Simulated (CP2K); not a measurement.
Acetylcyclopropane has these distinct C atoms: C1 (bonded to C and 3 H), C2 (bonded to 2 C and O), C4 (bonded to 3 C and H) and C5 (bonded to 2 C and 2 H).

```xyz
14

C     2.1707    0.0573   -0.1987
C     0.8170   -0.3647    0.3342
O     0.7077   -1.1939    1.2376
C    -0.3766    0.2772   -0.2886
C    -1.5795    0.5417    0.6169
C    -1.6530   -0.5562   -0.3892
H     2.2347   -0.1485   -1.2778
H     2.9672   -0.4770    0.3290
H     2.3047    1.1426   -0.0750
H    -0.1872    0.9964   -1.0844
H    -1.4429    0.2559    1.6588
H    -2.1347    1.4609    0.4388
H    -1.5671   -1.5772   -0.0208
H    -2.2610   -0.4144   -1.2808
```

Their partial C K spectra (CP2K XAS_TDP, all-electron GAPW, PBEh(45%), aug-cc-pVDZ, TDA, GW2X-corrected core level, no relativity) are given in random order, each times the number of alike atoms.

Gaussian full width 0.5 eV, oscillator strength per eV, alike atoms added, rows of zeros left out:

```
E (eV)  curve 1  curve 2  curve 3  curve 4
287.75    0.001    0.000    0.000    0.000
288.00    0.018    0.000    0.000    0.000
288.25    0.093    0.000    0.000    0.000
288.50    0.122    0.001    0.000    0.000
288.75    0.041    0.001    0.007    0.000
289.00    0.003    0.001    0.051    0.000
289.25    0.000    0.000    0.089    0.000
289.50    0.000    0.005    0.040    0.000
289.75    0.000    0.019    0.011    0.001
290.00    0.000    0.020    0.028    0.006
290.25    0.000    0.005    0.031    0.013
290.50    0.000    0.001    0.023    0.009
290.75    0.000    0.006    0.037    0.022
291.00    0.000    0.016    0.036    0.057
291.25    0.000    0.047    0.021    0.054
291.50    0.000    0.080    0.009    0.026
291.75    0.000    0.046    0.036    0.018
292.00    0.000    0.024    0.085    0.014
292.25    0.000    0.025    0.075    0.014
292.50    0.000    0.015    0.037    0.017
292.75    0.000    0.007    0.030    0.025
293.00    0.000    0.008    0.030    0.032
293.25    0.000    0.013    0.028    0.026
293.50    0.000    0.021    0.036    0.021
293.75    0.001    0.023    0.047    0.032
294.00    0.003    0.019    0.044    0.027
294.25    0.003    0.019    0.041    0.010
294.50    0.008    0.025    0.039    0.014
294.75    0.013    0.022    0.045    0.025
295.00    0.009    0.028    0.047    0.024
```

**Question.** Which curve belongs to which atom?

Curve 1: C2 (bonded to 2 C and O), leading line at 288.43 eV (f = 0.070 an atom), ionisation energy 294.92 eV, term value 6.49 eV. Curve 2: C4 (bonded to 3 C and H), leading line at 291.50 eV (f = 0.042 an atom), ionisation energy 292.02 eV, term value 0.52 eV. Curve 3: C5 (bonded to 2 C and 2 H), leading line at 289.23 eV (f = 0.024 an atom), ionisation energy 292.14 eV, term value 2.91 eV. Curve 4: C1 (bonded to C and 3 H), leading line at 291.02 eV (f = 0.022 an atom), ionisation energy 292.43 eV, term value 1.41 eV. The leading line of an atom is its first one with 35 % of the strongest within 2.5 eV of its lowest line over the strength cut. A line lies at the core ionisation energy, which rises as an atom loses charge to its neighbours or to a π system, less the term value, which is large for a low π* or σ* orbital with weight on that atom.

[Banner, clock and machine lines of the logs are left out without a mark of their own.]

[Logs are printed without paths, hosts, clocks, repeated set-up lines and the standing remarks that a program may print on its own settings, such as how far it seeks lower states.]

[Hosts, paths, dates, database ids (printed as entryN), source tags and the programs' standing remarks are cut or masked in the printed files.]
